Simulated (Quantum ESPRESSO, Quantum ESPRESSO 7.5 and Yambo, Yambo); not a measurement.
## KF (Carobbiite): G0W0 on several meshes in Yambo

Wanted: mesh dependence and cost of G0W0 for KF (Carobbiite).

Method: PBE and many-body steps on it, plane waves, in Quantum ESPRESSO 7.5 and Yambo 5.3.0.

This is a report of a sequence of runs, with most program output left out.

### 1. Starting point

Symmetry: Fm-3m, No. 225, cubic system. Conventional cell: a = 5.344 Å, b = 5.344 Å, c = 5.344 Å, α = 90.00°, β = 90.00°, γ = 90.00°. K has 6 F at 2.67 Å nearest. Nearest to F lie 6 K at 2.67 Å. Farther neighbours and most contacts between anions are not listed.

The cell and positions come from the Crystallography Open Database and are kept as given unless a step says otherwise.

### 2. Empty states on the mesh, 2×2×2 mesh, 121 bands

This step: Quantum ESPRESSO 7.5; DFT, PBE, plane waves, norm-conserving pseudopotentials.

The sums over transitions need many empty states on a uniform mesh; this step solves for them.

pw.in

```
&control
  calculation = 'nscf'
  prefix = 'x'
  outdir = 'o'
  pseudo_dir = 'pseudo'
/
&system
  ibrav = 0
  nat = 2
  ntyp = 2
  ecutwfc = 72.0
  nbnd = 121
  force_symmorphic = .true.
/
&electrons
  conv_thr = 1e-9
  electron_maxstep = 80
  diago_full_acc = .true.
  diago_thr_init = 5e-6
/
ATOMIC_SPECIES
  K 39.098 K.upf
  F 18.998 F.upf
CELL_PARAMETERS angstrom
  -0.0000000000 2.6718500000 2.6718500000
  2.6718500000 -0.0000000000 2.6718500000
  2.6718500000 2.6718500000 0.0000000000
ATOMIC_POSITIONS crystal
  K 0.0000000000 0.0000000000 0.0000000000
  F 0.5000000000 0.5000000000 0.5000000000
K_POINTS automatic
  2 2 2 0 0 0
```

The run is started by

```
OMP_NUM_THREADS=1 mpirun -n 8 pw.x -nk 4 -in pw.in > pw.out
```

The job ended after 2.3 s (8 MPI ranks of Arm Neoverse V1, shared host; peak memory 0.42 GiB; 18 s of CPU time).

This step gave:

```yaml
gap: 6.199 eV
k_of_the_valence_top: 0, 0, 0
k_of_the_conduction_bottom: 0, 0, 0
least_direct_gap: 6.199 eV
k_points_computed: 3
lowest_point_of_the_top_converged_band_above_the_valence_top: 110.3634 eV
```

On this mesh the gap is 6.199 eV.

The density comes from a self-consistent run that is not shown.

### 3. Conversion and set-up

This step: Yambo 5.3.0; conversion and set-up on PBE, plane waves, norm-conserving pseudopotentials.

The states are converted to the many-body program's format and the q mesh is built.

The run is started by

```
(cd o/x.save; p2y > p2y.log; mv SAVE ../..); yambo > setup.log
```

Wall time 2.2 s (1 MPI rank); peak memory 0.24 GiB.

### 4. 2×2×2

G0W0 replaces the xc potential by the self-energy, built once from these orbitals. Only a window of levels is corrected, while the sums run over the empty bands that the input names.

This step: G0W0 on PBE, plane waves, norm-conserving pseudopotentials.

gw13.in

```
HF_and_locXC
gw0
dyson
ppa
em1d
rim_cut
RandQpts= 1000000
RandGvec= 1 RL
EXXRLvcs= 72 Ry
VXCRLvcs= 288 Ry
Chimod= "HARTREE"
% BndsRnXp
 1 | 121 |
%
NGsBlkXp= 15.5 Ry
% LongDrXp
 1 | 1 | 1 |
%
% GbndRnge
 1 | 121 |
%
DysSolver= "n"
ExtendOut
PPAPntXp= 27.21138 eV
% QPkrange
 1 | 1 | 7 | 10 |
%
```

The run is started by

```
OMP_NUM_THREADS=1 mpirun -n 8 yambo -F gw13.in -J gw13 -C gw13 > gw13.log
```

It took 5.5 s on 8 MPI ranks; peak memory 2.3 GiB.

Numbers from this step:

* G0W0 gap on the points computed: 9.429 eV
* starting gap on the mesh: 6.199 eV
* k of the valence top: 0, 0, 0
* k of the conduction bottom: 0, 0, 0
* least direct G0W0 gap on the computed points: 9.429 eV
* Z at the valence top: 0.8134
* Z at the conduction bottom: 0.8983

The gap on the mesh goes from 6.20 eV to 9.43 eV, a correction of +3.23 eV.

### 5. Empty states on the mesh, 6×6×6 mesh, 121 bands

This step: Quantum ESPRESSO 7.5; DFT, PBE, plane waves, norm-conserving pseudopotentials.

Changes to pw.in since step 2:

```diff
@@ -31,2 +31,2 @@
 K_POINTS automatic
-  2 2 2 0 0 0
+  6 6 6 0 0 0
```

The run is started by

```
OMP_NUM_THREADS=1 mpirun -n 8 pw.x -nk 4 -in pw.in > pw.out
```

Elapsed: 7.1 s, on 8 MPI ranks; peak memory 0.46 GiB; 56 s of CPU time.

This step gave:

- gap: 6.199 eV
- k of the valence top: 0, 0, 0
- k of the conduction bottom: 0, 0, 0
- least direct gap: 6.199 eV
- k points computed: 16
- lowest point of the top converged band, above the valence top: 110.3634 eV

On this mesh the gap is 6.199 eV.

### 6. Conversion and set-up

This step: Yambo 5.3.0; conversion and set-up on PBE, plane waves, norm-conserving pseudopotentials.

The run is started by

```
(cd o/x.save; p2y > p2y.log; mv SAVE ../..); yambo > setup.log
```

It took 2.6 s on 1 MPI rank; peak memory 0.24 GiB.

### 7. 6×6×6

This step: G0W0 on PBE, plane waves, norm-conserving pseudopotentials.

gw14.in

```
HF_and_locXC
gw0
dyson
ppa
em1d
rim_cut
RandQpts= 1000000
RandGvec= 1 RL
EXXRLvcs= 72 Ry
VXCRLvcs= 288 Ry
Chimod= "HARTREE"
% BndsRnXp
 1 | 121 |
%
NGsBlkXp= 15.5 Ry
% LongDrXp
 1 | 1 | 1 |
%
% GbndRnge
 1 | 121 |
%
DysSolver= "n"
ExtendOut
PPAPntXp= 27.21138 eV
% QPkrange
 1 | 1 | 7 | 10 |
%
```

The run is started by

```
OMP_NUM_THREADS=1 mpirun -n 8 yambo -F gw14.in -J gw14 -C gw14 > gw14.log
```

It took 3 min on 8 MPI ranks; peak memory 3.3 GiB; 24 min of CPU time.

This step gave:

```
G0W0 gap on the points computed              : 9.586 eV
starting gap on the mesh                     : 6.199 eV
k of the valence top                         : 0, 0, 0
k of the conduction bottom                   : 0, 0, 0
least direct G0W0 gap on the computed points : 9.586 eV
Z at the valence top                         : 0.8093
Z at the conduction bottom                   : 0.8995
```

Against G0W0 in Yambo (2×2×2 mesh, 121 bands, screening to 210.9 eV, Godby-Needs plasmon pole), the gap moves by +0.157 eV.

### 8. The runs together

Times are wall times on 8 MPI ranks of Arm Neoverse V1, shared host, good to a factor of about two.

| run | mesh | bands | screening cutoff (eV) | DFT gap (eV) | gap on the mesh (eV) | direct (eV) | time |
| --- | --- | --- | --- | --- | --- | --- | --- |
| 2×2×2 | 2×2×2 | 121 | 210.9 | 6.199 | 9.429 | 9.429 | 5.5 s |
| 6×6×6 | 6×6×6 | 121 | 210.9 | 6.199 | 9.586 | 9.586 | 3 min |

### 9. Results

| Item | Value |
| --- | --- |
| 2×2×2 | 9.429 eV |
| 6×6×6 | 9.586 eV |
| known limits | not at the basis limit; coarse k mesh |

What this shows: 6×6×6: +0.157 eV against 2×2×2. Bands and cutoff are finite, so the gap is not at the basis limit. The miss can reach some tenths of an eV and take either sign; the mesh is an error of its own. In the G0W0 runs levels were corrected at 1 k point alone, so a gap called «on the mesh» is the least over those, and an edge elsewhere would be missed. The 2×2×2 mesh is coarse for this cell, which bears on the long-range parts of exchange and screening.

[Paths, hosts, dates, memory and timing lines, banners, echoed tables and standing remarks are left out of the program output.]

[Logs are printed without paths, hosts, clocks, repeated set-up lines and the standing remarks that a program may print on its own settings, such as how far it seeks lower states.]

[Runs of the session that timed out or met a known fault of the program may be left out.]

[Hosts, paths, dates, database ids (printed as entryN), source tags and the programs' standing remarks are cut or masked in the printed files.]
